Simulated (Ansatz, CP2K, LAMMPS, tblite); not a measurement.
# Amorphous polyacrylonitrile (as short chains C14N4H18) at 480 K (108 atoms) in CP2K, part 2 of 3

How do the settings of CP2K change the result for amorphous polyacrylonitrile (as short chains C14N4H18) at 480 K (108 atoms)? A plane-wave run serves as the yardstick.

Program: CP2K 2026.2; the method stands at each step. Banners, paths, timers and routine set-up lines are dropped from the logs unmarked, and long logs keep their key lines alone; longer cuts are marked.

So far. Step 2 (PBE, DZVP-MOLOPT-SR, 600/50 Ry, OT CG): Forces lie 17 % from the reference's, at 19 times its CPU time; the SCF took 68 steps, which the time reflects. Step 3 (GFN1-xTB, OT DIIS): Against the first run (17 %), the force difference from the reference is 41 %, at 0.0054 times the CPU time (on 1 against 4 cores) (18 SCF steps against 68); the model has changed, so this is no error of the program alone.

**4. PBEsol, PBE potentials, DZVP-MOLOPT-SR, 600/50 Ry, OT CG**

Method: Kohn-Sham DFT, PBEsol, GTH-PBE pseudopotentials, Gaussian and plane waves, DZVP-MOLOPT-SR-GTH, orbital transformation.

Input file input.inp:

```
&GLOBAL
  PROJECT cell
  RUN_TYPE ENERGY_FORCE
  PRINT_LEVEL LOW
&END GLOBAL
&FORCE_EVAL
  METHOD QS
  STRESS_TENSOR ANALYTICAL
  &DFT
    BASIS_SET_FILE_NAME BASIS_MOLOPT
    POTENTIAL_FILE_NAME GTH_POTENTIALS
    &MGRID
      CUTOFF 600
      REL_CUTOFF 50
      NGRIDS 5
    &END MGRID
    &QS
      EPS_DEFAULT 1.0E-12
    &END QS
    &SCF
      SCF_GUESS ATOMIC
      EPS_SCF 1.0E-06
      MAX_SCF 30
      &OT
        MINIMIZER CG
        PRECONDITIONER FULL_ALL
        ENERGY_GAP 0.001
      &END OT
      &OUTER_SCF
        EPS_SCF 1.0E-06
        MAX_SCF 8
      &END OUTER_SCF
      &PRINT
        &RESTART OFF
        &END RESTART
      &END PRINT
    &END SCF
    &XC
      &XC_FUNCTIONAL
        &PBE
          PARAMETRIZATION PBESOL
        &END PBE
      &END XC_FUNCTIONAL
    &END XC
    &PRINT
      &MULLIKEN ON
      &END MULLIKEN
      &HIRSHFELD ON
        SHAPE_FUNCTION DENSITY
      &END HIRSHFELD
      &MO_CUBES
        NHOMO 1
        NLUMO 4
        WRITE_CUBE F
      &END MO_CUBES
    &END PRINT
  &END DFT
  &SUBSYS
    &CELL
      A 10.69066 0.00000 0.00000
      B 0.00000 10.69066 0.00000
      C 0.00000 0.00000 10.69066
    &END CELL
    &TOPOLOGY
      COORD_FILE_NAME structure.xyz
      COORD_FILE_FORMAT XYZ
    &END TOPOLOGY
    &KIND C
      BASIS_SET DZVP-MOLOPT-SR-GTH-q4
      POTENTIAL GTH-PBE-q4
    &END KIND
    &KIND N
      BASIS_SET DZVP-MOLOPT-SR-GTH-q5
      POTENTIAL GTH-PBE-q5
    &END KIND
    &KIND H
      BASIS_SET DZVP-MOLOPT-SR-GTH-q1
      POTENTIAL GTH-PBE-q1
    &END KIND
  &END SUBSYS
  &PRINT
    &FORCES ON
    &END FORCES
    &STRESS_TENSOR ON
    &END STRESS_TENSOR
  &END PRINT
&END FORCE_EVAL
```

Input file structure.xyz:

```xyz
108

[... 108 atom lines left out: the same atoms as in the first run ...]
```

The run is started by

```sh
$ OMP_NUM_THREADS=1 mpirun -np 4 cp2k.psmp -i input.inp > output.txt
```

Numbers of over 12 decimals in the logs are rounded to 6 here.

What it wrote:

```text
CP2K| version string:                                       CP2K version 2026.2
 CP2K| Input file name                                                 input.inp
 GLOBAL| Basis set file name                                        BASIS_MOLOPT
 GLOBAL| Potential file name                                      GTH_POTENTIALS
 GLOBAL| Run type                                                   ENERGY_FORCE
 GLOBAL| Total number of message passing processes                             4
 GLOBAL| Number of threads for this process                                    1
[... lines left out ...]
 Number of electrons:                                                        282
[... lines left out ...]
  Step     Update method      Time    Convergence         Total energy    Change
[... lines left out ...]
  Total energy:                                              -388.319836
[... lines left out ...]
  Step     Update method      Time    Convergence         Total energy    Change
[... lines left out ...]
  *** SCF run converged in     5 steps ***
[... lines left out ...]
  Total energy:                                              -388.320099
[... lines left out ...]
  outer SCF loop converged in   2 iterations or   68 steps
[... lines left out ...]
 Fermi Energy [eV] :   -2.725438
  Using OT eigensolver for additional unoccupied orbitals spin            1
  Lowest Eigenvalues of the unoccupied subspace spin            1
 OT| Eigensolver reached convergence in 245 iterations
       0.10429499      0.12204154      0.12390823      0.12739993
 HOMO - LUMO gap [eV] :    5.563449
 ENERGY| Total FORCE_EVAL ( QS ) energy [hartree]           -388.320099
 FORCES| Atomic forces [hartree/bohr]
 FORCES|   Atom     x               y               z               |f|
 FORCES|      1  1.45711260E-02 -9.14897430E-03 -3.68864947E-02   4.07017805E-02
 FORCES|      2  3.20932679E-02  1.01878442E-02  5.47495369E-03   3.41137089E-02
 FORCES|      3 -3.24987012E-04 -1.13631073E-02  2.99147412E-02   3.20018369E-02
[...]
FORCES|    107 -2.19406524E-02 -4.63301914E-03  1.76733714E-02   2.85517977E-02
 FORCES|    108 -2.08874802E-03 -5.78711733E-03 -2.62818203E-03   6.69036143E-03
 FORCES| Sum     9.18512104E-04  4.88141908E-04  2.11149339E-05
 FORCES| Total atomic force                                       1.04038111E-03
 STRESS| Analytical stress tensor [bar]
 STRESS|                        x                   y                   z
 STRESS|      x        2.41555521522E+04   8.81935664324E+02   5.69497758828E+03
 STRESS|      y        8.81935664324E+02   3.32247477175E+04   9.30806511227E+03
 STRESS|      z        5.69497758828E+03   9.30806511227E+03   2.87616017852E+04
 STRESS| 1/3 Trace                                             2.87139672183E+04
```

Wall time 2.8 min (4 MPI ranks of Arm Neoverse V2, shared host); peak memory 2.6 GiB.

Numbers from this run, and their distance from the reference:

```
r.m.s. force component                           : 1.219 eV/Å
r.m.s. difference of force components            : 301.6 meV/Å
longest difference of force vectors              : 1219 meV/Å
force difference over r.m.s. force               : 28.24 %
slope of forces against the reference's          : 1.112
correlation of force components                  : 0.9739
gap (highest filled to lowest empty level) : 5.563 eV
gap difference                                   : 0.0729 eV
pressure                                         : 2.871 GPa
pressure difference                              : 0.4119 GPa
```

Against the first run (17 %), the force difference from the reference is 28 %, at 1.1 times the CPU time; the model has changed, so this is no error of the program alone.

**5. PBE+D3(BJ), DZVP-MOLOPT-SR, 600/50 Ry, OT CG**

Method: Kohn-Sham DFT, PBE+D3(BJ), GTH-PBE pseudopotentials, Gaussian and plane waves, DZVP-MOLOPT-SR-GTH, orbital transformation.

input.inp, as its differences from that of step 4:

```diff
@@ -38,7 +38,12 @@
     &XC
-      &XC_FUNCTIONAL
-        &PBE
-          PARAMETRIZATION PBESOL
-        &END PBE
+      &XC_FUNCTIONAL PBE
       &END XC_FUNCTIONAL
+      &VDW_POTENTIAL
+        POTENTIAL_TYPE PAIR_POTENTIAL
+        &PAIR_POTENTIAL
+          TYPE DFTD3(BJ)
+          PARAMETER_FILE_NAME dftd3.dat
+          REFERENCE_FUNCTIONAL PBE
+        &END PAIR_POTENTIAL
+      &END VDW_POTENTIAL
     &END XC
@@ -63,6 +68,30 @@
     &END CELL
-    &TOPOLOGY
-      COORD_FILE_NAME structure.xyz
-      COORD_FILE_FORMAT XYZ
-    &END TOPOLOGY
+    &COORD
+      SCALED
+      C 0.42071 0.43564 0.25268
+      C 0.35343 0.32161 0.29984
+      C 0.43922 0.24355 0.38762
+      C 0.53574 0.17829 0.30693
+      N 0.59700 0.14319 0.22612
+      C 0.34202 0.15902 0.46065
+      C 0.40064 0.09714 0.57872
+      C 0.30730 0.03724 0.66028
+      N 0.24824 0.98014 0.73085
+      C 0.51453 0.01165 0.55549
+      C 0.55961 0.92242 0.65634
+      C 0.63892 0.83069 0.59829
+      N 0.70708 0.76250 0.55431
+      C 0.62746 0.99402 0.75993
+      C 0.75222 0.06739 0.72038
+      C 0.72854 0.18223 0.64752
+      N 0.70355 0.27993 0.60632
+      C 0.82588 0.10124 0.83198
+      H 0.45854 0.49370 0.32841
+      H 0.36596 0.47818 0.17268
+[... 84 atom lines left out ...]
+      H 0.45138 0.92959 0.00764
+      H 0.52822 0.75310 0.14029
+      H 0.40509 0.75985 0.22916
+      H 0.50288 0.89241 0.22294
+    &END COORD
     &KIND C
```

What it wrote:

```text
CP2K| version string:                                       CP2K version 2026.2
 CP2K| Input file name                                                 input.inp
 GLOBAL| Basis set file name                                        BASIS_MOLOPT
 GLOBAL| Potential file name                                      GTH_POTENTIALS
[... lines left out ...]
  Total energy:                                              -390.120143
[... lines left out ...]
  Step     Update method      Time    Convergence         Total energy    Change
[... lines left out ...]
  *** SCF run converged in     5 steps ***
[... lines left out ...]
  Total energy:                                              -390.120400
[... lines left out ...]
  outer SCF loop converged in   2 iterations or   68 steps
[... lines left out ...]
 Fermi Energy [eV] :   -2.754726
[... lines left out ...]
 OT| Eigensolver reached convergence in 257 iterations
[... lines left out ...]
 ENERGY| Total FORCE_EVAL ( QS ) energy [hartree]           -390.120400
[... lines left out ...]
 FORCES|      1  1.67694888E-02 -6.86701180E-03 -3.92944245E-02   4.32715080E-02
 FORCES|      2  2.74499244E-02  9.49563899E-03  3.53707154E-03   2.92604919E-02
 FORCES|      3  1.49849353E-03 -9.83977053E-03  3.23644932E-02   3.38604044E-02
[...]
FORCES|    107 -2.00960799E-02 -2.59233455E-03  1.52397777E-02   2.53539632E-02
 FORCES|    108 -3.29529786E-03 -7.84753242E-03 -4.16121340E-03   9.47409363E-03
 FORCES| Sum     2.35250935E-04  2.57501610E-04  9.75137477E-05
 FORCES| Total atomic force                                       3.62158822E-04
 STRESS| Analytical stress tensor [bar]
 STRESS|                        x                   y                   z
 STRESS|      x        1.71137974118E+04   9.81588496468E+01   7.43109943256E+03
 STRESS|      y        9.81588496468E+01   2.83429965421E+04   8.53256812956E+03
 STRESS|      z        7.43109943256E+03   8.53256812956E+03   2.04195393437E+04
 STRESS| 1/3 Trace                                             2.19587777659E+04
```

The job ended after 2.8 min (4 MPI ranks; peak memory 2.7 GiB; 11 min of CPU time).

Against the reference:

```yaml
r_m_s_force_component: 1.159 eV/Å
r_m_s_difference_of_force_components: 186 meV/Å
longest_difference_of_force_vectors: 777.8 meV/Å
force_difference_over_r_m_s_force: 17.41 %
slope_of_forces_against_the_reference_s: 1.073
correlation_of_force_components: 0.9893
spacing_of_highest_filled_and_lowest_empty_level: 5.631 eV
gap_difference: 0.1406 eV
pressure: 2.196 GPa
pressure_difference: -0.2636 GPa
```

Against the first run (17 %), the force difference from the reference is 17 %, at 1.1 times the CPU time; the model has changed, so this is no error of the program alone.

**6. PBE, DZVP-MOLOPT-SR, 300/50 Ry, OT CG**

Method: Kohn-Sham DFT, PBE, GTH-PBE pseudopotentials, Gaussian and plane waves, DZVP-MOLOPT-SR-GTH, orbital transformation.

input.inp, as its differences from that of step 5:

```diff
@@ -12,5 +12,4 @@
     &MGRID
-      CUTOFF 600
+      CUTOFF 300
       REL_CUTOFF 50
-      NGRIDS 5
     &END MGRID
@@ -40,10 +39,2 @@
       &END XC_FUNCTIONAL
-      &VDW_POTENTIAL
-        POTENTIAL_TYPE PAIR_POTENTIAL
-        &PAIR_POTENTIAL
-          TYPE DFTD3(BJ)
-          PARAMETER_FILE_NAME dftd3.dat
-          REFERENCE_FUNCTIONAL PBE
-        &END PAIR_POTENTIAL
-      &END VDW_POTENTIAL
     &END XC
@@ -69,3 +60,2 @@
     &COORD
-      SCALED
 [... 108 atom lines left out: the same atoms as in the first run ...]
```

The run is started by

```sh
$ OMP_NUM_THREADS=2 cp2k.psmp -i input.inp > output.txt
```

What it wrote:

```text
CP2K| version string:                                       CP2K version 2026.2
 CP2K| Input file name                                                 input.inp
 GLOBAL| Basis set file name                                        BASIS_MOLOPT
 GLOBAL| Potential file name                                      GTH_POTENTIALS
[... lines left out ...]
  Total energy:                                              -389.890405
[... lines left out ...]
  Step     Update method      Time    Convergence         Total energy    Change
[... lines left out ...]
  *** SCF run converged in     5 steps ***
[... lines left out ...]
  Total energy:                                              -389.890662
[... lines left out ...]
  outer SCF loop converged in   2 iterations or   68 steps
[... lines left out ...]
 Fermi Energy [eV] :   -2.754921
[... lines left out ...]
 OT| Eigensolver reached convergence in 261 iterations
[... lines left out ...]
 ENERGY| Total FORCE_EVAL ( QS ) energy [hartree]           -389.890662
[... lines left out ...]
 FORCES|      1  1.67248087E-02 -7.04970576E-03 -3.92439524E-02   4.32377772E-02
 FORCES|      2  2.75608740E-02  9.76087509E-03  3.63193447E-03   2.94629837E-02
 FORCES|      3  1.61096090E-03 -9.72852433E-03  3.23671211E-02   3.38359263E-02
[...]
FORCES|    107 -2.00051162E-02 -2.55103428E-03  1.53347496E-02   2.53350941E-02
 FORCES|    108 -3.19331558E-03 -7.93121815E-03 -4.25973949E-03   9.55232256E-03
 FORCES| Sum     4.48251298E-04 -2.10651662E-03  2.00386352E-03
 FORCES| Total atomic force                                       2.94173597E-03
 STRESS| Analytical stress tensor [bar]
 STRESS|                        x                   y                   z
 STRESS|      x        2.52906213544E+04   2.80616482142E+02   7.41823135888E+03
 STRESS|      y        2.80616482142E+02   3.63905132900E+04   8.51015677547E+03
 STRESS|      z        7.41823135888E+03   8.51015677547E+03   2.83736387509E+04
 STRESS| 1/3 Trace                                             3.00182577984E+04
```

Run time: 5 min. Hardware: 2 threads; peak memory 0.87 GiB.

Numbers from this run, and their distance from the reference:

- r.m.s. force component: 1.161 eV/Å
- r.m.s. difference of force components: 186.5 meV/Å
- longest difference of force vectors: 795.5 meV/Å
- force difference over r.m.s. force: 17.47 %
- slope of forces against the reference's: 1.075
- correlation of force components: 0.9894
- gap (highest filled to lowest empty level): 5.631 eV
- gap difference: 0.1405 eV
- pressure: 3.002 GPa
- pressure difference: 0.5423 GPa
- energy less the same-level run's: -0.0571 meV/atom
- r.m.s. force difference from the same-level run: 16.21 meV/Å

This is a coarse setting, run to see what it loses.

Against the first run (17 %), the force difference from the reference is 17 %, at 0.92 times the CPU time (on 2 against 4 cores): the change moves forces by 16 meV/Å r.m.s., so most of the difference comes from elsewhere.

**7. PBE, DZVP-MOLOPT-SR, 600/50 Ry, diagonalisation**

Method: Kohn-Sham DFT, PBE, GTH-PBE pseudopotentials, Gaussian and plane waves, DZVP-MOLOPT-SR-GTH, diagonalisation.

input.inp, as its differences from that of step 6:

```diff
@@ -12,4 +12,5 @@
     &MGRID
-      CUTOFF 300
+      CUTOFF 600
       REL_CUTOFF 50
+      NGRIDS 5
     &END MGRID
@@ -21,12 +22,16 @@
       EPS_SCF 1.0E-06
-      MAX_SCF 30
-      &OT
-        MINIMIZER CG
-        PRECONDITIONER FULL_ALL
-        ENERGY_GAP 0.001
-      &END OT
-      &OUTER_SCF
-        EPS_SCF 1.0E-06
-        MAX_SCF 8
-      &END OUTER_SCF
+      MAX_SCF 200
+      ADDED_MOS 14
+      &DIAGONALIZATION
+        ALGORITHM STANDARD
+      &END DIAGONALIZATION
+      &SMEAR ON
+        METHOD FERMI_DIRAC
+        ELECTRONIC_TEMPERATURE [K] 580
+      &END SMEAR
+      &MIXING
+        METHOD BROYDEN_MIXING
+        ALPHA 0.3
+        NBROYDEN 8
+      &END MIXING
       &PRINT
@@ -46,7 +51,11 @@
       &END HIRSHFELD
-      &MO_CUBES
-        NHOMO 1
-        NLUMO 4
-        WRITE_CUBE F
-      &END MO_CUBES
+      &MO ON
+        EIGENVALUES T
+        OCCUPATION_NUMBERS T
+        MO_INDEX_RANGE 130 153
+        &EACH
+          QS_SCF 0
+        &END EACH
+        ADD_LAST NUMERIC
+      &END MO
     &END PRINT
```

What it wrote:

```text
CP2K| version string:                                       CP2K version 2026.2
 CP2K| Input file name                                                 input.inp
 GLOBAL| Basis set file name                                        BASIS_MOLOPT
 GLOBAL| Potential file name                                      GTH_POTENTIALS
 GLOBAL| Run type                                                   ENERGY_FORCE
 GLOBAL| Total number of message passing processes                             1
 GLOBAL| Number of threads for this process                                    2
[... lines left out ...]
                        Smear method:                                FERMI_DIRAC
[... lines left out ...]
 Number of electrons:                                                        282
[... lines left out ...]
  Step     Update method      Time    Convergence         Total energy    Change
[... lines left out ...]
  *** SCF run converged in    18 steps ***
[... lines left out ...]
  Fermi energy:                                                 0.047135
  Total energy:                                              -389.890450
  Total energy (extrapolated to T->0):                       -389.890450
[... lines left out ...]
 MO| E(Fermi):            0.047135 a.u.          1.282604 eV
[... lines left out ...]
    108       H      3       1.000          0.955                         0.045
  Total Charge                                                           -0.000
 !-----------------------------------------------------------------------------!
 ENERGY| Total FORCE_EVAL ( QS ) energy [hartree]           -389.890436
 FORCES| Atomic forces [hartree/bohr]
 FORCES|   Atom     x               y               z               |f|
 FORCES|      1  1.67391392E-02 -6.89066200E-03 -3.91017515E-02   4.30885944E-02
 FORCES|      2  2.76511968E-02  9.66124380E-03  3.61059943E-03   2.95121119E-02
 FORCES|      3  1.47753656E-03 -9.57312505E-03  3.23434370E-02   3.37627865E-02
[...]
FORCES|    107 -2.00074661E-02 -2.55354637E-03  1.53371254E-02   2.53386408E-02
 FORCES|    108 -3.19314224E-03 -7.93101339E-03 -4.25658461E-03   9.55068811E-03
 FORCES| Sum     2.35156784E-04  2.57451514E-04  9.75272558E-05
 FORCES| Total atomic force                                       3.62065686E-04
 STRESS| Analytical stress tensor [bar]
 STRESS|                        x                   y                   z
 STRESS|      x        2.52547806895E+04   2.81822740233E+02   7.42068645187E+03
 STRESS|      y        2.81822740233E+02   3.63762828293E+04   8.51517624109E+03
 STRESS|      z        7.42068645187E+03   8.51517624109E+03   2.83479058859E+04
 STRESS| 1/3 Trace                                             2.99929898016E+04
```

The job ended after 2.4 min (2 threads; peak memory 3 GiB; 4.5 min of CPU time).

Compared with the plane-wave run:

```yaml
r_m_s_force_component: 1.159 eV/Å
r_m_s_difference_of_force_components: 186.3 meV/Å
longest_difference_of_force_vectors: 767.6 meV/Å
force_difference_over_r_m_s_force: 17.44 %
slope_of_forces_against_the_reference_s: 1.074
correlation_of_force_components: 0.9894
spacing_of_highest_filled_and_lowest_empty_level: 5.631 eV
gap_difference: 0.1405 eV
pressure: 2.999 GPa
pressure_difference: 0.5398 GPa
energy_less_the_same_level_run_s: 0 meV/atom
r_m_s_force_difference_from_the_same_level_run: 0.074 meV/Å
```

Against the first run (17 %), the force difference from the reference is 17 %, at 0.43 times the CPU time (on 2 against 4 cores) (18 SCF steps against 68): another solver or mixer reaches the same state.

(Continued in part 3 of 3.)

[Also dropped from logs without a mark: logging warnings of Python, and SIESTA's first energy breakdown and zero terms.]

[Logs are printed without paths, hosts, clocks, repeated set-up lines and the standing remarks that a program may print on its own settings, such as how far it seeks lower states.]

[Hosts, paths, dates, database ids (printed as entryN), source tags and the programs' standing remarks are cut or masked in the printed files.]
